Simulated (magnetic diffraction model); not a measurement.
## PrSn6Pd6: what an assumed order does to the neutron pattern

Space group P6/mmm (no. 191), a = 5.7290 Å, c = 8.9760 Å.

```
site  atom    x    y       z
  1a    Pr    0    0       0
  2e    Sn    0    0  0.3428
  2d    Sn  1/3  2/3     1/2
  2c    Sn  1/3  2/3       0
  6i    Pd    0  1/2  0.2496
```

This is a made-up structure (elements placed in a structure type, unrelaxed), so the numbers test the method and describe no known phase.

Only Pr is taken to order (form factors of Pr3+); orders and moment sizes are assumed, and not adapted to the symmetry. Radiation: neutrons of λ = 2.36 Å, 3° to 90°; isotropic B of 0.28 Å² (Pr), 0.29 Å² (Sn) and 0.29 Å² (Pd). The intensities are simulated: I ∝ L Σ (|F_N|² + |F_M⊥|²) for unpolarised neutrons, with F_M = 2.695 fm/μB × Σ f(s) S exp(2πi Q·r) exp(−B s²) at Q = H ± k (one set where k and −k are equivalent), only the part normal to Q counting and L = 1/(sin²θ cos θ). For collinear order S is the moment m, which repeats by lattice and centring translations R with the sign exp(−2πi k·R). Form factors are spin-only for 3d ions and dipole or tabulated for f ions, scattering lengths are Sears's of 1992, and absorption is left out. A label names one of the reflections at its angle. The strongest nuclear line in the range is 100, and lines under 0.2 are left out.

Assume the order k = (0 1/2 0), collinear moments along [001], 2.7 μB on Pr.

Q: Where does magnetic intensity appear, and how strong is it?

```
2θ (°)       index  nuclear  magnetic
 13.66   (0 1/2 0)      0.0       6.8
 15.11     (0 0 1)      0.5       0.0
 20.42   (0 1/2 1)      0.0       2.7
 23.77  (1 -1/2 0)      0.0       2.2
 27.52     (1 0 0)      5.2       0.0
 28.29  (1 -1/2 1)      0.0       2.2
 30.49     (0 0 2)      3.2       0.0
 31.54     (1 0 1)      0.8       0.0
 33.54   (0 1/2 2)      0.0       0.4
 36.68   (1 1/2 0)      0.0       1.8
 39.02  (1 -1/2 2)      0.0       0.6
 39.87   (1 1/2 1)      0.0       2.6
 41.80   (0 3/2 0)      0.0       0.7
 44.69   (0 3/2 1)      0.0       1.1
 46.45     (0 0 3)      3.5       0.0
 48.41   (1 1/2 2)      0.0       1.2
 48.65     (1 1 0)     31.7       0.0
 50.78  (2 -1/2 0)      0.0       0.9
 51.24     (1 1 1)      0.3       0.0
 52.61   (0 3/2 2)      0.0       0.6
 53.29  (2 -1/2 1)      0.0       1.5
 54.84     (1 0 3)     16.4       0.0
 56.81     (2 0 0)     43.2       0.0
 58.51     (1 1 2)     68.2       0.0
 59.14     (2 0 1)      0.2       0.0
 60.39  (2 -1/2 2)      0.0       0.9
 60.60   (1 1/2 3)      0.0       0.5
 62.44   (1 3/2 0)      0.0       0.6
 63.45     (0 0 4)     24.0       0.0
 64.25   (0 3/2 3)      0.0       0.3
 64.66   (1 3/2 1)      0.0       1.1
 65.84     (2 0 2)    100.0       0.0
 66.04   (2 1/2 0)      0.0       0.5
 68.19   (2 1/2 1)      0.0       1.0
 69.54     (1 1 3)     11.4       0.0
 70.50     (1 0 4)     31.2       0.0
 71.07   (1 3/2 2)      0.0       0.8
 71.26  (2 -1/2 3)      0.0       0.5
 72.97   (0 5/2 0)      0.0       0.2
 74.47   (2 1/2 2)      0.0       0.7
 75.03   (0 5/2 1)      0.0       0.4
 75.58   (1 1/2 4)      0.0       0.2
 76.33     (2 0 3)      9.7       0.0
 76.33  (3 -3/2 0)      0.0       0.2
 77.99     (2 1 0)      1.8       0.0
 78.36  (3 -3/2 1)      0.0       0.4
 80.01     (2 1 1)      0.3       0.0
 81.10   (0 5/2 2)      0.0       0.3
```
(The table stops after 48 lines; 7 more lie at higher angle.)

The strongest magnetic line in the range is (0 1/2 0) at 13.66° (6.8). On top of the Lorentz factor, which all lines share, magnetic lines fade with angle because f falls: for Pr3+ it is 0.97, 0.88, 0.76 and 0.50 at sin θ/λ = 0.1, 0.2, 0.3 and 0.5 Å⁻¹, while nuclear lengths stay constant. The order has no net moment.

[Logs are printed without paths, hosts, clocks, repeated set-up lines and the standing remarks that a program may print on its own settings, such as how far it seeks lower states.]
